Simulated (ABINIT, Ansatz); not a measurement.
# Quasiparticle gap of CsLiMoO4 (F-43m) in ABINIT, part 2 of 3

How does a plane-wave GW calculation on CsLiMoO4 (F-43m) run from the first input to the gap?

ABINIT 10.8.3; LDA and many-body steps on it, plane waves. Known limits of the many-body steps: short of the basis limit; no spin-orbit coupling; coarse k mesh.

So far. Step 2 (Ground state): The gap is indirect, with the least direct gap 0.06 eV higher.

**3. Bands along the symmetry lines**

Level of this step: DFT, LDA, plane waves, norm-conserving pseudopotentials (ABINIT).

Levels along a band path, at the cheap level, show where the edges lie and whether the meshes to come will hold them.

The input, run.abi:

```
acell 3*1.0 Angstrom
rprim 
  0.000000000000 4.196030970000 4.196030970000
  4.196030970000 -0.000000000000 4.196030970000
  4.196030970000 4.196030970000 0.000000000000
ntypat 4
znucl 55 3 42 8
natom 7
typat 1 2 3 4 4 4 4
xred 
  0.750000000000 0.750000000000 0.750000000000
  0.500000000000 0.500000000000 0.500000000000
  0.250000000000 0.250000000000 0.250000000000
  0.886367480000 0.371210840000 0.371210840000
  0.371210840000 0.371210840000 0.886367480000
  0.371210840000 0.886367480000 0.371210840000
  0.371210840000 0.371210840000 0.371210840000
pp_dirpath "pseudos"
pseudos "Cs.upf, Li.upf, Mo.upf, O.upf"
ecut 36
iscf -2
irdden 1
kptopt 0
nkpt 26
kpt 
  0.00000000 0.00000000 0.00000000
  -0.12500000 -0.12500000 0.00000000
  -0.25000000 -0.25000000 0.00000000
  -0.37500000 -0.37500000 0.00000000
  -0.50000000 -0.50000000 0.00000000
  -0.46875000 -0.46875000 0.06250000
  -0.43750000 -0.43750000 0.12500000
  -0.40625000 -0.40625000 0.18750000
  -0.37500000 -0.37500000 0.25000000
  -0.37500000 0.00000000 0.37500000
  -0.28125000 0.00000000 0.28125000
  -0.18750000 0.00000000 0.18750000
  -0.09375000 0.00000000 0.09375000
  0.00000000 0.00000000 0.00000000
  0.00000000 0.00000000 0.12500000
  0.00000000 0.00000000 0.25000000
  0.00000000 0.00000000 0.37500000
  -0.00000000 -0.00000000 0.50000000
  -0.12500000 -0.06250000 0.43750000
  -0.25000000 -0.12500000 0.37500000
  -0.37500000 -0.18750000 0.31250000
  -0.50000000 -0.25000000 0.25000000
  -0.50000000 -0.31250000 0.18750000
  -0.50000000 -0.37500000 0.12500000
  -0.50000000 -0.43750000 0.06250000
  -0.50000000 -0.50000000 0.00000000
istwfk *1
nband 32
nbdbuf 2
tolwfr 1e-08
nstep 40
prtwf 0
prtvol 0
indata_prefix "in"
outdata_prefix "out"
tmpdata_prefix "tmp"
```

Run with:

```bash
> OMP_NUM_THREADS=1 mpirun -n 4 abinit run.abi > log
```

What it wrote:

```text
.Version 10.8.3 of ABINIT. v10.8.2 released Aug 2026.

 Symmetries : space group F-4 3 m (#216); Bravais cF (face-center cubic)
[... echo of the input left out ...]
== DATASET  1 ==================================================================
-   mpi_nproc: 4, omp_nthreads: 1 (-1 if OMP is not activated)

--- !DatasetInfo
iteration_state: {dtset: 1, }
dimensions: {natom: 7, nkpt: 26, mband: 32, nsppol: 1, nspinor: 1, nspden: 1, mpw: 10326, }
cutoff_energies: {ecut:  36.0, pawecutdg:  -1.0, }
electrons: {nelect:   5.00000000E+01, charge:   0.00000000E+00, occopt:   1.00000000E+00, tsmear:   1.00000000E-02, }

 Real(R)+Recip(G) space primitive vectors, cartesian coordinates (Bohr,Bohr^-1):
 R(1)=  0.0000000  7.9293493  7.9293493  G(1)= -0.0630569  0.0630569  0.0630569
 R(2)=  7.9293493  0.0000000  7.9293493  G(2)=  0.0630569 -0.0630569  0.0630569
 R(3)=  7.9293493  7.9293493  0.0000000  G(3)=  0.0630569  0.0630569 -0.0630569
 Unit cell volume ucvol=  9.9710904E+02 bohr^3
 Angles (23,13,12)=  6.00000000E+01  6.00000000E+01  6.00000000E+01 degrees

 getcut: wavevector=  0.0000  0.0000  0.0000  ngfft=  64  64  64
         ecut(hartree)=     36.000   => boxcut(ratio)=   2.11306

--- Pseudopotential description ------------------------------------------------
- Cs Generated using ONCVPSP code by D. R. Hamann
- 55.00000   9.00000  201201                  znucl, zion, pspdat
12 -1012 3 -1 2328                            pspcod,pspxc,lmax,lloc,mmax
     nproj     2     2     2     2
  pspatm : epsatm=   21.68725381
         --- l  ekb(1:nproj) -->
             0    6.247599    0.778427
             1    6.343167    0.797067
             2    3.778962    0.917083
[...]
pspatm: atomic psp has been read  and splines computed

- Li Generated using ONCVPSP code by D. R. Hamann
-  3.00000   3.00000  180309                  znucl, zion, pspdat
12 -1012 1 -1 1944                            pspcod,pspxc,lmax,lloc,mmax
     nproj     2     2     0     0
  pspatm : epsatm=    2.61415252
         --- l  ekb(1:nproj) -->
[...]
pspatm: atomic psp has been read  and splines computed

- Mo Generated using ONCVPSP code by D. R. Hamann
- 42.00000  14.00000  180309                  znucl, zion, pspdat
12 -1012 2 -1 1602                            pspcod,pspxc,lmax,lloc,mmax
     nproj     2     2     2     0
  pspatm : epsatm=   15.87300509
         --- l  ekb(1:nproj) -->
[...]
pspatm: atomic psp has been read  and splines computed

- O Generated using ONCVPSP code by D. R. Hamann
-  8.00000   6.00000  201201                  znucl, zion, pspdat
12 -1012 2 -1 926                             pspcod,pspxc,lmax,lloc,mmax
     nproj     2     2     1     0
  pspatm : epsatm=    6.27558587
         --- l  ekb(1:nproj) -->
[...]
2   -1.033686
 pspatm: atomic psp has been read  and splines computed

[...]
Non-SCF case, kpt   26 ( -0.50000 -0.50000  0.00000), residuals and eigenvalues=
[...]
-6.5856E-02 -4.4923E-02 -2.0733E-02 -2.0733E-02 -1.9962E-02 -1.4976E-02
 -1.4976E-02  1.6108E-01  1.8436E-01  2.1688E-01  2.3407E-01  2.3407E-01
  2.3717E-01  2.6625E-01

--- !ResultsGS
iteration_state: {dtset: 1, }
comment   : Summary of ground state results
lattice_vectors:
- [  0.0000000,   7.9293493,   7.9293493, ]
- [  7.9293493,  -0.0000000,   7.9293493, ]
- [  7.9293493,   7.9293493,   0.0000000, ]
lattice_lengths: [  11.21379,   11.21379,   11.21379, ]
lattice_angles: [ 60.000,  60.000,  60.000, ] # degrees, (23, 13, 12)
lattice_volume:   9.9710904E+02
convergence: {deltae:  0.000E+00, res2:  0.000E+00, residm:  9.996E-09, diffor:  0.000E+00, }
etotal    :  -1.67184757E+02
entropy   :   0.00000000E+00
fermie    :  -1.82688376E-03
cartesian_stress_tensor: null
pressure_GPa: null
xred      :
- [  7.5000E-01,   7.5000E-01,   7.5000E-01, Cs]
- [  5.0000E-01,   5.0000E-01,   5.0000E-01, Li]
- [  2.5000E-01,   2.5000E-01,   2.5000E-01, Mo]
- [  8.8637E-01,   3.7121E-01,   3.7121E-01,  O]
- [  3.7121E-01,   3.7121E-01,   8.8637E-01,  O]
- [  3.7121E-01,   8.8637E-01,   3.7121E-01,  O]
- [  3.7121E-01,   3.7121E-01,   3.7121E-01,  O]
cartesian_forces: null
force_length_stats: {min: null, max: null, mean: null, }

 Integrated electronic density in atomic spheres:
 ------------------------------------------------
 Atom  Sphere_radius  Integrated_density
[...]
================================================================================

 ----iterations are completed or convergence reached----

 Mean square residual over all n,k,spin=   69.155E-10; max=  99.959E-10
 reduced coordinates (array xred) for    7 atoms
[...]
0.371211      0.886367      0.371211
       0.371211      0.371211      0.371211

 cartesian coordinates (angstrom) at end:
    1      6.294046     6.294046     6.294046
    2      4.196031     4.196031     4.196031
    3      2.098015     2.098015     2.098015
    4      3.115224     5.276838     5.276838
    5      5.276838     5.276838     3.115224
    6      5.276838     3.115224     5.276838
    7      3.115224     3.115224     3.115224
 length scales=  1.889726  1.889726  1.889726 bohr
              =  1.000000  1.000000  1.000000 angstroms
 prteigrs : about to open file out_EIG
 Eigenvalues (hartree) for nkpt=  26  k points:
 kpt#   1, nband= 32, wtk=  1.00000, kpt=  0.0000  0.0000  0.0000 (reduced coord)
[...]
kpt#   2, nband= 32, wtk=  1.00000, kpt= -0.1250 -0.1250  0.0000 (reduced coord)
[...]
kpt#   3, nband= 32, wtk=  1.00000, kpt= -0.2500 -0.2500  0.0000 (reduced coord)
[...]
kpt#  25, nband= 32, wtk=  1.00000, kpt= -0.5000 -0.4375  0.0625 (reduced coord)
[...]
kpt#  26, nband= 32, wtk=  1.00000, kpt= -0.5000 -0.5000  0.0000 (reduced coord)
[...]
-0.11924   -0.10872   -0.06586   -0.04492   -0.02073   -0.02073   -0.01996   -0.01498
  -0.01498    0.16108    0.18436    0.21688    0.23407    0.23407    0.23717    0.26625

== END DATASET(S) ==============================================================
================================================================================

 -outvars: echo values of variables after computation  --------
            nband          32
             nkpt          26
          spgroup         216
 [... the other variables as echoed above ...]

 Calculation completed.
```

The job ended after 78 s (4 MPI ranks of Arm Neoverse V1, shared host; peak memory 0.49 GiB).

Numbers from this step:

```yaml
gap: 4.433 eV
k_of_the_valence_top: 0, 0, 0.5
k_of_the_conduction_bottom: -0.5, -0.5, 0
least_direct_gap: 4.493 eV
```

The gap is 4.433 eV, as in the run before at this level.

The electronic bands at the labelled points (eV, zero at the top of the highest filled band):

```
    point  band 22  band 23  band 24  band 25  band 26  band 27  band 28  band 29
        Γ    -1.29     0.00     0.00     0.00     4.49     4.63     4.63     6.74
  halfway    -0.95    -0.25    -0.11    -0.11     4.53     4.85     5.38     6.40
        X    -0.51    -0.49    -0.36    -0.36     4.43     5.07     5.95     6.42
  halfway    -0.55    -0.41    -0.36    -0.34     4.47     5.04     5.91     6.43
        U    -0.64    -0.38    -0.34    -0.27     4.56     4.98     5.85     6.43
jump to K    -0.64    -0.38    -0.34    -0.27     4.56     4.98     5.85     6.43
  halfway    -0.91    -0.32    -0.13    -0.08     4.72     4.74     5.43     6.29
        Γ    -1.29     0.00     0.00     0.00     4.49     4.63     4.63     6.74
  halfway    -1.07    -0.19    -0.19     0.00     4.72     4.72     5.14     6.33
        L    -0.85    -0.48    -0.48     0.00     4.81     4.81     5.75     6.48
  halfway    -0.76    -0.42    -0.41    -0.11     4.69     4.89     5.80     6.46
        W    -0.59    -0.38    -0.32    -0.31     4.57     4.97     5.83     6.47
  halfway    -0.55    -0.39    -0.34    -0.34     4.50     5.02     5.89     6.45
        X    -0.51    -0.49    -0.36    -0.36     4.43     5.07     5.95     6.42
```

**4. Empty states on the mesh, 2×2×2 mesh, 291 bands**

The sums over transitions need many empty states on a uniform mesh; this step solves for them.

The input, run.abi:

```
acell 3*1.0 Angstrom
rprim 
  0.000000000000 4.196030970000 4.196030970000
  4.196030970000 -0.000000000000 4.196030970000
  4.196030970000 4.196030970000 0.000000000000
ntypat 4
znucl 55 3 42 8
natom 7
typat 1 2 3 4 4 4 4
xred 
  0.750000000000 0.750000000000 0.750000000000
  0.500000000000 0.500000000000 0.500000000000
  0.250000000000 0.250000000000 0.250000000000
  0.886367480000 0.371210840000 0.371210840000
  0.371210840000 0.371210840000 0.886367480000
  0.371210840000 0.886367480000 0.371210840000
  0.371210840000 0.371210840000 0.371210840000
pp_dirpath "pseudos"
pseudos "Cs.upf, Li.upf, Mo.upf, O.upf"
ecut 36
ngkpt 2 2 2
nshiftk 1
shiftk 0 0 0
kptopt 1
chksymbreak 0
iscf -2
irdden 1
istwfk *1
nband 291
nbdbuf 26
tolwfr 1e-09
nstep 60
prtvol 0
indata_prefix "in"
outdata_prefix "out"
tmpdata_prefix "tmp"
```

What it wrote:

```text
.Version 10.8.3 of ABINIT. v10.8.2 released Aug 2026.

 Symmetries : space group F-4 3 m (#216); Bravais cF (face-center cubic)
[... echo of the input left out ...]
== DATASET  1 ==================================================================
-   mpi_nproc: 4, omp_nthreads: 1 (-1 if OMP is not activated)
-    --> not optimal distribution: autoparal keyword recommended in input file <--

--- !DatasetInfo
iteration_state: {dtset: 1, }
dimensions: {natom: 7, nkpt: 3, mband: 291, nsppol: 1, nspinor: 1, nspden: 1, mpw: 10326, }
cutoff_energies: {ecut:  36.0, pawecutdg:  -1.0, }
electrons: {nelect:   5.00000000E+01, charge:   0.00000000E+00, occopt:   1.00000000E+00, tsmear:   1.00000000E-02, }

 Real(R)+Recip(G) space primitive vectors, cartesian coordinates (Bohr,Bohr^-1):
 R(1)=  0.0000000  7.9293493  7.9293493  G(1)= -0.0630569  0.0630569  0.0630569
 R(2)=  7.9293493  0.0000000  7.9293493  G(2)=  0.0630569 -0.0630569  0.0630569
 R(3)=  7.9293493  7.9293493  0.0000000  G(3)=  0.0630569  0.0630569 -0.0630569
 Unit cell volume ucvol=  9.9710904E+02 bohr^3
 Angles (23,13,12)=  6.00000000E+01  6.00000000E+01  6.00000000E+01 degrees

 getcut: wavevector=  0.0000  0.0000  0.0000  ngfft=  64  64  64
         ecut(hartree)=     36.000   => boxcut(ratio)=   2.11306

--- Pseudopotential description ------------------------------------------------
- Cs Generated using ONCVPSP code by D. R. Hamann
- 55.00000   9.00000  201201                  znucl, zion, pspdat
12 -1012 3 -1 2328                            pspcod,pspxc,lmax,lloc,mmax
     nproj     2     2     2     2
  pspatm : epsatm=   21.68725381
         --- l  ekb(1:nproj) -->
             0    6.247599    0.778427
             1    6.343167    0.797067
             2    3.778962    0.917083
[...]
pspatm: atomic psp has been read  and splines computed

- Li Generated using ONCVPSP code by D. R. Hamann
-  3.00000   3.00000  180309                  znucl, zion, pspdat
12 -1012 1 -1 1944                            pspcod,pspxc,lmax,lloc,mmax
     nproj     2     2     0     0
  pspatm : epsatm=    2.61415252
         --- l  ekb(1:nproj) -->
[...]
pspatm: atomic psp has been read  and splines computed

- Mo Generated using ONCVPSP code by D. R. Hamann
- 42.00000  14.00000  180309                  znucl, zion, pspdat
12 -1012 2 -1 1602                            pspcod,pspxc,lmax,lloc,mmax
     nproj     2     2     2     0
  pspatm : epsatm=   15.87300509
         --- l  ekb(1:nproj) -->
[...]
pspatm: atomic psp has been read  and splines computed

- O Generated using ONCVPSP code by D. R. Hamann
-  8.00000   6.00000  201201                  znucl, zion, pspdat
12 -1012 2 -1 926                             pspcod,pspxc,lmax,lloc,mmax
     nproj     2     2     1     0
  pspatm : epsatm=    6.27558587
         --- l  ekb(1:nproj) -->
[...]
1.92E-10  2.38E-10  6.79E-11  9.95E-11  1.20E-10  2.49E-10  3.96E-10  1.42E-10
  1.91E-10  2.22E-10  1.78E-10  1.57E-10  2.52E-10  3.74E-10  1.56E-10  1.48E-10
[...]
-2.2098E+00 -1.4834E+00 -1.2697E+00 -1.2697E+00 -1.2697E+00 -7.0328E-01
 -5.7475E-01 -5.5544E-01 -5.5544E-01 -5.5544E-01 -2.1704E-01 -2.1704E-01
 -2.1704E-01 -1.1699E-01 -1.1699E-01 -1.1357E-01 -1.1357E-01 -1.1357E-01
[...]
2.7997E+00  2.7997E+00  2.8055E+00  2.8055E+00  2.8055E+00  2.8475E+00
  2.8617E+00  2.8617E+00  2.8617E+00  2.8640E+00  2.8640E+00  2.8641E+00
[...]
prteigrs : prtvol=0 or 1, do not print more k-points.

--- !ResultsGS
iteration_state: {dtset: 1, }
comment   : Summary of ground state results
lattice_vectors:
- [  0.0000000,   7.9293493,   7.9293493, ]
- [  7.9293493,  -0.0000000,   7.9293493, ]
- [  7.9293493,   7.9293493,   0.0000000, ]
lattice_lengths: [  11.21379,   11.21379,   11.21379, ]
lattice_angles: [ 60.000,  60.000,  60.000, ] # degrees, (23, 13, 12)
lattice_volume:   9.9710904E+02
convergence: {deltae:  0.000E+00, res2:  0.000E+00, residm:  9.999E-10, diffor:  0.000E+00, }
etotal    :  -1.67184757E+02
entropy   :   0.00000000E+00
fermie    :  -1.82688376E-03
cartesian_stress_tensor: null
pressure_GPa: null
xred      :
- [  7.5000E-01,   7.5000E-01,   7.5000E-01, Cs]
- [  5.0000E-01,   5.0000E-01,   5.0000E-01, Li]
- [  2.5000E-01,   2.5000E-01,   2.5000E-01, Mo]
- [  8.8637E-01,   3.7121E-01,   3.7121E-01,  O]
- [  3.7121E-01,   3.7121E-01,   8.8637E-01,  O]
- [  3.7121E-01,   8.8637E-01,   3.7121E-01,  O]
- [  3.7121E-01,   3.7121E-01,   3.7121E-01,  O]
cartesian_forces: null
force_length_stats: {min: null, max: null, mean: null, }

 Integrated electronic density in atomic spheres:
 ------------------------------------------------
 Atom  Sphere_radius  Integrated_density
[...]
================================================================================

 ----iterations are completed or convergence reached----

 Mean square residual over all n,k,spin=   40.480E-11; max=  99.988E-11
 reduced coordinates (array xred) for    7 atoms
[...]
0.371211      0.371211      0.371211

 cartesian coordinates (angstrom) at end:
    1      6.294046     6.294046     6.294046
    2      4.196031     4.196031     4.196031
    3      2.098015     2.098015     2.098015
    4      3.115224     5.276838     5.276838
    5      5.276838     5.276838     3.115224
    6      5.276838     3.115224     5.276838
    7      3.115224     3.115224     3.115224
 length scales=  1.889726  1.889726  1.889726 bohr
              =  1.000000  1.000000  1.000000 angstroms
 prteigrs : about to open file out_EIG
 Eigenvalues (hartree) for nkpt=   3  k points:
 kpt#   1, nband=291, wtk=  0.12500, kpt=  0.0000  0.0000  0.0000 (reduced coord)
[...]
2.78193    2.79857    2.79857    2.79971    2.79971    2.79971    2.80552    2.80552
   2.80552    2.84747    2.86168    2.86169    2.86169    2.86404    2.86405    2.86405
   2.93171    2.93318    2.93867
 prteigrs : prtvol=0 or 1, do not print more k-points.

== END DATASET(S) ==============================================================
================================================================================

 -outvars: echo values of variables after computation  --------
            nband         291
             nkpt           3
          spgroup         216
 [... the other variables as echoed above ...]

 Calculation completed.
```

Elapsed: 3 min, on 4 MPI ranks; peak memory 0.52 GiB; 12 min of CPU time.

Numbers from this step:

* gap: 4.433 eV
* k of the valence top: 0.5, 0, 0
* k of the conduction bottom: 0.5, 0.5, 0
* least direct gap: 4.493 eV
* k points computed: 3
* lowest point of the top converged band, above the valence top: 74.3421 eV

On this mesh the gap is 4.433 eV.

**5. Screening, 2×2×2 mesh, 265 bands, screening to 176.9 eV**

The RPA dielectric matrix is built and inverted for each q.

This step: RPA screening on LDA, plane waves, norm-conserving pseudopotentials.

run.abi, as its differences from that of step 4:

```diff
@@ -25,10 +25,11 @@
 chksymbreak 0
-iscf -2
-irdden 1
 istwfk *1
-nband 291
-nbdbuf 26
-tolwfr 1e-09
-nstep 60
-prtvol 0
+occopt 1
+irdwfk 1
+optdriver 3
+nband 265
+ecuteps 6.5
+inclvkb 2
+awtr 1
+symchi 1
 indata_prefix "in"
```

What it wrote:

```text
.Version 10.8.3 of ABINIT. v10.8.2 released Aug 2026.

 Symmetries : space group F-4 3 m (#216); Bravais cF (face-center cubic)
[... echo of the input left out ...]
== DATASET  1 ==================================================================
-   mpi_nproc: 4, omp_nthreads: 1 (-1 if OMP is not activated)

--- !DatasetInfo
iteration_state: {dtset: 1, }
dimensions: {natom: 7, nkpt: 3, mband: 265, nsppol: 1, nspinor: 1, nspden: 1, mpw: 10326, }
cutoff_energies: {ecut:  36.0, pawecutdg:  -1.0, }
electrons: {nelect:   5.00000000E+01, charge:   0.00000000E+00, occopt:   1.00000000E+00, tsmear:   1.00000000E-02, }

 SCREENING: Calculation of the susceptibility and dielectric matrices

 Based on a program developped by R.W. Godby, V. Olevano, G. Onida, and L. Reining.
 Incorporated in ABINIT by V. Olevano, G.-M. Rignanese, and M. Torrent.
.Using double precision arithmetic ; gwpc =  8

[... cell and pseudopotentials left out ...]
--------------------------------------------------------------------------------

 ==== K-mesh for the wavefunctions ====
 Number of points in the irreducible wedge :     3
[... list of points left out ...]
 Together with 24 symmetry operations and time-reversal symmetry
 yields     8 points in the full Brillouin Zone.

 ==== Q-mesh for the screening function ====
 Number of points in the irreducible wedge :     3
[... list of points left out ...]
 Together with 24 symmetry operations and time-reversal symmetry
 yields     8 points in the full Brillouin Zone.

 setmesh: FFT mesh size selected  =    45x   45x   45
          total number of points  =        91125

 vcoul_init : cutoff-mode = AUXILIARY_FUNCTION
 q-points for optical limit:   1
     1)      0.000010    0.000020    0.000030

- screening: taking advantage of time-reversal symmetry
- Maximum band index for partially occupied states nbvw = 25
- Remaining bands to be divided among processors   nbcw = 240
- Number of bands treated by each node ~60

 Number of electrons calculated from density =   50.0000; Expected =   50.0000
 average of density, n =  0.050145
 r_s =    1.6823
 omega_plasma =   21.6008 [eV]

 calculating chi0 at frequencies [eV] :
  1    0.000000E+00    0.000000E+00
  2    0.000000E+00    2.160077E+01

--------------------------------------------------------------------------------
  q-point number  1        q = ( 0.000000, 0.000000, 0.000000) [r.l.u.]
--------------------------------------------------------------------------------
[... chi0 elements left out ...]
 For q-point:  0.000010 0.000020 0.000030
  dielectric constant =   2.4853
  dielectric constant without local fields =   3.3345

  Average fulfillment of the sum rule on Im[epsilon] for q-point    1 :     72.90  [%]
[... wings left out ...]
  q-point number  2        q = ( 0.500000, 0.000000, 0.000000) [r.l.u.]
--------------------------------------------------------------------------------
[... chi0 elements left out ...]
  Average fulfillment of the sum rule on Im[epsilon] for q-point    2 :     77.28  [%]

 [... 1 further q-points ...]
```

Elapsed: 94 s, on 4 MPI ranks; peak memory 2.6 GiB.

Read from the output:

- ε∞ with local fields, on this mesh: 2.485
- ε∞ without local fields, on this mesh: 3.334
- plasma frequency: 21.60 eV
- plane waves in the screening matrix: 749

Local fields lower ε∞ by 25 %. On a Γ-centred mesh this coarse the value itself is usually too large, while a short band sum pulls it down.

(Part 2 of 3 ends here.)

[Long decimals in the printed logs are rounded to 6 places.]

[Logs are printed without paths, hosts, clocks, repeated set-up lines and the standing remarks that a program may print on its own settings, such as how far it seeks lower states.]

[Paths, hosts, dates, memory and timing lines, banners, echoed tables and standing remarks are left out of the program output; an Ansatz launch command may be rebuilt from the run's recorded settings. Measured values are a selection of at most five: reports struck by readers or far from the other reports are left out. None is set beside runs whose start may be inverted or whose files or cutoffs have a known fault.]

[Runs of the session that timed out or met a known fault of the program may be left out.]

[Hosts, paths, dates, database ids (printed as entryN), source tags and the programs' standing remarks are cut or masked in the printed files.]

[G0W0 gaps are taken among the corrected bands and points alone; a level outside them can change the order at an edge.]

[Where Ansatz stands beside ABINIT at settings called matched, ABINIT's density can come from a denser mesh and the files from another edition; pairs whose starting gaps differed by over 0.03 eV were left out, so agreement reads better than it is.]
